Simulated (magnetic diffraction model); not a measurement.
**Ho3GaB below its ordering temperature**

Space group Pm-3m (no. 221), a = 4.7600 Å.

```
site  atom    x    y    z
  3c    Ho  1/2  1/2    0
  1a    Ga    0    0    0
  1b     B  1/2  1/2  1/2
```

This is a made-up structure (elements placed in a structure type, unrelaxed), so the numbers test the method and describe no known phase.

Only Ho is taken to order (form factors of Ho3+); orders and moment sizes are assumed, and not adapted to the symmetry. Radiation: neutrons of λ = 1.909 Å (absorption by B left out), 8° to 80°; isotropic B of 0.53 Å² (Ho), 0.65 Å² (Ga) and 1.15 Å² (B). The intensities are simulated: I ∝ L Σ (|F_N|² + |F_M⊥|²) for unpolarised neutrons, with F_M = 2.695 fm/μB × Σ f(s) S exp(2πi Q·r) exp(−B s²) at Q = H ± k (one set where k and −k are equivalent), only the part normal to Q counting and L = 1/(sin²θ cos θ). For collinear order S is the moment m, which repeats by lattice and centring translations R with the sign exp(−2πi k·R). Form factors are spin-only for 3d ions and dipole or tabulated for f ions, scattering lengths are Sears's of 1992, and absorption is left out. A label names one of the reflections at its angle. The strongest nuclear line in the range is 100, and lines under 0.2 are left out.

Above the ordering temperature:

```csv
2θ (°),index,I
23.14,(1 0 0),10.0
32.95,(1 1 0),5.6
40.65,(1 1 1),85.8
47.29,(2 0 0),95.1
53.28,(2 1 0),8.1
58.84,(2 1 1),3.6
69.11,(2 2 0),100.0
73.97,(3 0 0),5.8
78.71,(3 1 0),2.2
```

Below it (cell unchanged):

```tsv
2θ (°)	I
23.14	253.6
32.95	140.8
40.65	104.3
47.29	104.9
53.28	106.9
58.84	102.0
69.11	107.5
73.97	62.6
78.71	34.7
```

**Question.** Find the propagation vector, then choose among these models:
A. collinear moments along [010], 6.3 μB on Ho; signs + at (1/2, 1/2, 0), − at (1/2, 0, 1/2), − at (0, 1/2, 1/2)
B. collinear moments along [001], 6.3 μB on Ho; signs + at (1/2, 1/2, 0), + at (1/2, 0, 1/2), + at (0, 1/2, 1/2)
C. collinear moments along [001], 6.3 μB on Ho; signs + at (1/2, 1/2, 0), − at (1/2, 0, 1/2), − at (0, 1/2, 1/2)
D. collinear moments along [010], 6.3 μB on Ho; signs + at (1/2, 1/2, 0), + at (1/2, 0, 1/2), + at (0, 1/2, 1/2)

No line moves, and magnetic intensity falls on nuclear lines such as the one at 23.14°, so the magnetic cell equals the chemical primitive cell: k = 0.

Magnetic intensity, observed (below minus above) and for each model:

| 2θ (°) | index | observed | A | B | C | D |
| --- | --- | --- | --- | --- | --- | --- |
| 23.14 | (1 0 0) | 243.7 | 243.7 | 48.7 | 48.7 | 48.7 |
| 32.95 | (1 1 0) | 135.2 | 135.2 | 45.1 | 225.3 | 45.1 |
| 40.65 | (1 1 1) | 18.6 | 18.6 | 167.2 | 18.6 | 167.2 |
| 47.29 | (2 0 0) | 9.7 | 9.7 | 87.6 | 9.7 | 87.6 |
| 53.28 | (2 1 0) | 98.9 | 98.9 | 29.1 | 122.1 | 29.1 |
| 58.84 | (2 1 1) | 98.4 | 98.4 | 22.7 | 53.0 | 22.7 |
| 69.11 | (2 2 0) | 7.5 | 7.5 | 67.9 | 7.5 | 67.9 |
| 73.97 | (3 0 0) | 56.8 | 56.8 | 15.9 | 61.0 | 15.9 |

Model A matches.

The structure used: k = (0 0 0), collinear moments along [010], 6.3 μB on Ho; signs + at (1/2, 1/2, 0), − at (1/2, 0, 1/2), − at (0, 1/2, 1/2).

[Logs are printed without paths, hosts, clocks, repeated set-up lines and the standing remarks that a program may print on its own settings, such as how far it seeks lower states.]
